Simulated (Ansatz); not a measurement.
## A failed many-body run on BaCu2SnS4 (P3_121)

What is wrong with this input for BaCu2SnS4 (P3_121)?

Calculated with Ansatz 0.2.0; G0W0 on r2SCAN, plane waves, PAW.

In doubt: one-shot GW on d or f shells is unsure, so the values of those runs are not to be relied on.

**1. The structure**

The structure is trigonal, space group P3_121 (No. 152). Conventional cell: a = 6.437 Å, b = 6.437 Å, c = 15.831 Å, α = 90.00°, β = 90.00°, γ = 120.00°. Ba has 8 S at 3.23 to 3.34 Å nearest. Nearest to Cu lie 4 S at 2.33 to 2.39 Å. Sn has 4 S at 2.45 to 2.46 Å nearest. Nearest to S lie 2 Cu at 2.33 to 2.37 Å and 1 Sn at 2.46 Å and 2 Ba at 3.23 to 3.24 Å. Nearest to S lie 2 Cu at 2.33 to 2.39 Å and 1 Sn at 2.45 Å and 2 Ba at 3.26 to 3.34 Å. Farther neighbours and most contacts between anions are not listed.

The cell and positions are those that the Materials Project relaxed with its own functionals (PBE, PBE+U or r2SCAN), kept fixed. Spin-orbit coupling is left out unless a step names it. The default PAW set here is soft_2. Its files were made with PBE.

**2. First try**

The input, input.yaml:

```yaml
crystal:
  lattice:
    - [6.4365004231, 0.0, 0.0]
    - [-3.2182502115, 5.5741728779, 0.0]
    - [0.0, 0.0, 15.830995]
  atoms:
    - { symbol: Ba, position: [0.426402, 0.426402, 0.5] }
    - { symbol: Ba, position: [0.0, 0.573598, 0.16666667] }
    - { symbol: Ba, position: [0.573598, 0.0, 0.83333333] }
    - { symbol: Cu, position: [0.369782, 0.43384, 0.745199] }
    - { symbol: Cu, position: [0.935942, 0.56616, 0.92146767] }
    - { symbol: Cu, position: [0.43384, 0.369782, 0.254801] }
    - { symbol: Cu, position: [0.064058, 0.630218, 0.41186567] }
    - { symbol: Cu, position: [0.56616, 0.935942, 0.07853233] }
    - { symbol: Cu, position: [0.630218, 0.064058, 0.58813433] }
    - { symbol: Sn, position: [0.704992, 0.0, 0.33333333] }
    - { symbol: Sn, position: [0.0, 0.704992, 0.66666667] }
    - { symbol: Sn, position: [0.295008, 0.295008, 0.0] }
    - { symbol: S, position: [0.765195, 0.65191, 0.335819] }
    - { symbol: S, position: [0.886715, 0.234805, 0.00248567] }
    - { symbol: S, position: [0.34809, 0.113285, 0.66915233] }
    - { symbol: S, position: [0.113285, 0.34809, 0.33084767] }
    - { symbol: S, position: [0.234805, 0.886715, 0.99751433] }
    - { symbol: S, position: [0.65191, 0.765195, 0.664181] }
    - { symbol: S, position: [0.939587, 0.440447, 0.54641] }
    - { symbol: S, position: [0.50086, 0.060413, 0.21307667] }
    - { symbol: S, position: [0.060413, 0.50086, 0.78692333] }
    - { symbol: S, position: [0.440447, 0.939587, 0.45359] }
    - { symbol: S, position: [0.49914, 0.559553, 0.12025667] }
    - { symbol: S, position: [0.559553, 0.49914, 0.87974333] }
kpoints:
  mp_grid: { grid: [3, 3, 2] }
hamiltonian:
  xc: r2scan
scf:
  occupations: { method: fixed }
gw:
  n_empty_bands: 599
  ecut_chi: 60
  qp_bands: [v2, c2]
  qp_kpoints: band_edges
  screening: { model: contour_deformation }
  q_mesh: [4, 4, 3]
```

On the command line:

```bash
> ansatz run input.yaml --threads 32 --pin off --max-ram 129024MiB --backend cuda --events-out ev --progress --plain --runs-dir out --devices 1 --max-vram 157GiB  # rebuilt from the run's record
```

Numbers of over 12 decimals in the logs are rounded to 6 here.

The program printed:

```text
Error: 3 input errors — fix all and re-run
  1. invalid value for `gw.q_mesh`: axis 0: q-mesh dimension 4 must divide 3, the k-mesh dimension that kpoints.mp_grid.grid gives — every k−q must land on a point of the k-mesh
  2. invalid value for `gw.q_mesh`: axis 1: q-mesh dimension 4 must divide 3, the k-mesh dimension that kpoints.mp_grid.grid gives — every k−q must land on a point of the k-mesh
  3. invalid value for `gw.q_mesh`: axis 2: q-mesh dimension 3 must divide 2, the k-mesh dimension that kpoints.mp_grid.grid gives — every k−q must land on a point of the k-mesh
```

Wall time 0.03 s (32 threads of Arm Neoverse V2, shared host); peak memory 0.018 GiB.

**What went wrong?**

The program refused the input before any cycle.

The program's message: “Error: 3 input errors — fix all and re-run”

The fault: q mesh that doesn't divide the k mesh. Each q must join two points of the k mesh.

**3. A better input**

G0W0 replaces the xc potential by the self-energy, built once from these orbitals. Only a window of levels is corrected, while the sums run over the empty bands that the input names.

input.yaml: that of step 2 with these lines changed.

```diff
@@ -37,4 +37,4 @@
 gw:
-  n_empty_bands: 599
-  ecut_chi: 60
+  n_empty_bands: 691
+  ecut_chi: 66
   qp_bands: [v2, c2]
@@ -42,2 +42 @@
   screening: { model: contour_deformation }
-  q_mesh: [4, 4, 3]
```

The program printed:

```text
GPUs: using 1 of 1 available (devices: 1).
[...]
device memory: the entry about to start is reckoned to put 9.8 GiB on a device that reports 182.5 GiB free (of which the cap on the GPU budget leaves the run 157.0 GiB)
GPU FFT provider: cuFFT
GPU libraries: cuBLAS 13.8.1, cuFFT 12.4.0, cuSOLVER 12.3.2
GPU matrix products: emulated (plane waves: as basis.precision tells), large ones in fixed point in workspaces of 1.00 GiB
Crystal: 24 atoms, lattice volume = 567.987 Å³
Basis set: ecut = 500 eV, 14439 PW (Γ), exchange–correlation on 192×192×480 points (64 copies of the dense FFT grid, shifted against one another)
Bands: 155, of which v1, the nominal top of the filled ones, is band 129 counted from 1 (128 counted from 0)
Symmetry: 6 space group operations
[...]
k-points: 6 of 18 (time reversal used)
[...]
GPU buffer pool allocated for 276480 grid points (all kernels)
[...]
2   130      8.9785   -13.9181    -2.7799   -17.1863  0.7265     9.5039     9.4668  root ?
     2   131      9.0545   -13.4198    -2.9646   -16.8847  0.7273     9.5962     9.5548  root ?
[...]
3   130      8.9992   -14.1450    -2.7669   -17.4027  0.7259     9.5279     9.4901  root ?
     3   131      9.0461   -13.4907    -2.9138   -16.9018  0.7265     9.5838     9.5435  root ?
     4   128      7.1883   -34.0100     5.4955   -28.3810  0.6594     7.0534     7.0548  root
     4   129      7.1883   -34.0100     5.4955   -28.3810  0.6594     7.0534     7.0548  root
     4   130      8.7680   -13.4150    -2.8168   -16.7032  0.7332     9.2713     9.2394  root ?
     4   131      9.1731   -13.3815    -3.0413   -16.9324  0.7244     9.7281     9.6827  root ?
     5   128      7.2083   -34.6279     5.6269   -28.8642  0.6579     7.0700     7.0716  root
     5   129      7.2083   -34.6279     5.6269   -28.8642  0.6579     7.0700     7.0716  root
     5   130      8.8969   -13.4987    -2.8696   -16.8532  0.7304     9.4179     9.3819  root ?
     5   131      8.8969   -13.4987    -2.8696   -16.8532  0.7304     9.4179     9.3819  root ?
[key lines of the parts left out:]
SCF converged after 9 iterations
Free energy (F): -86689.669936 eV
Fermi energy:    7.573147 eV
```

The job ended after 19 s (1 × NVIDIA GB200 with 32 threads; peak memory 5.3 GiB; 65 s of CPU time).

In the SCF lines HF is the Harris–Foulkes energy and dr2 the Hartree energy of the density residual, in eV; the loop may stop once dr2 is under the threshold and the program's other checks hold. Hψ counts applications of the Hamiltonian.

Numbers from this step:

| Item | Value |
| --- | --- |
| bands summed | 820 |
| RPA ε∞ on this mesh (eigenvalues) | 8.419, 11.40, 11.40 |
| plane waves in the screening matrix | 723 |
| q-points in the mesh | 18 |
| G0W0 gap on the mesh | 1.133 eV |
| k of the valence top | 0, 0, 0 |
| k of the conduction bottom | 0, 0, 0 |
| starting gap on the mesh | 0.6405 eV |
| Z at the valence top | 0.6720 |
| Z at the conduction bottom | 0.7453 |
| least direct G0W0 gap on the computed points | 1.133 eV |

The gap on the mesh goes from 0.64 eV to 1.13 eV, a correction of +0.49 eV. Between the two edge states, bare exchange in place of the xc potential would open the gap by 8.56 eV, and correlation takes back 8.06 eV.

**4. Outcome**

```
first try  : refused after 0.03 s
better run : G0W0 gap on the mesh 1.13 eV (3×3×2 mesh, 691 empty bands, screening to 66 eV)
```

What this shows: The second run differs in: empty bands, screening cutoff (eV) and q mesh. Bands and cutoff are finite, so the gap is not at the basis limit. The miss can reach some tenths of an eV and take either sign; the mesh is an error of its own. The 3×3×2 mesh is coarse for this cell (its supercell is 19 Å along the shortest edge). The RPA ε∞ on it, from the r2SCAN start, is 8.42 and 11.40; such meshes misread the long-range screening, most where the gap is narrow. A d shell, filled or nearly so, lies near the gap. One-shot GW converges very slowly in bands there, not always from below, and on a semilocal start the gap tends to come out low; starts rich in exact exchange can overshoot instead. The many-body steps are scalar-relativistic: spin-orbit coupling is not in them.

[Paths, hosts, dates, memory and timing lines, banners, echoed tables and standing remarks are left out of the program output.]

[Logs are printed without paths, hosts, clocks, repeated set-up lines and the standing remarks that a program may print on its own settings, such as how far it seeks lower states.]

[Runs of the session that timed out or met a known fault of the program may be left out.]

[Cells called generated may have been cut or substituted from an entry of the Crystallography Open Database or the Materials Project.]

[Hosts, paths, dates, database ids (printed as entryN), source tags and the programs' standing remarks are cut or masked in the printed files.]
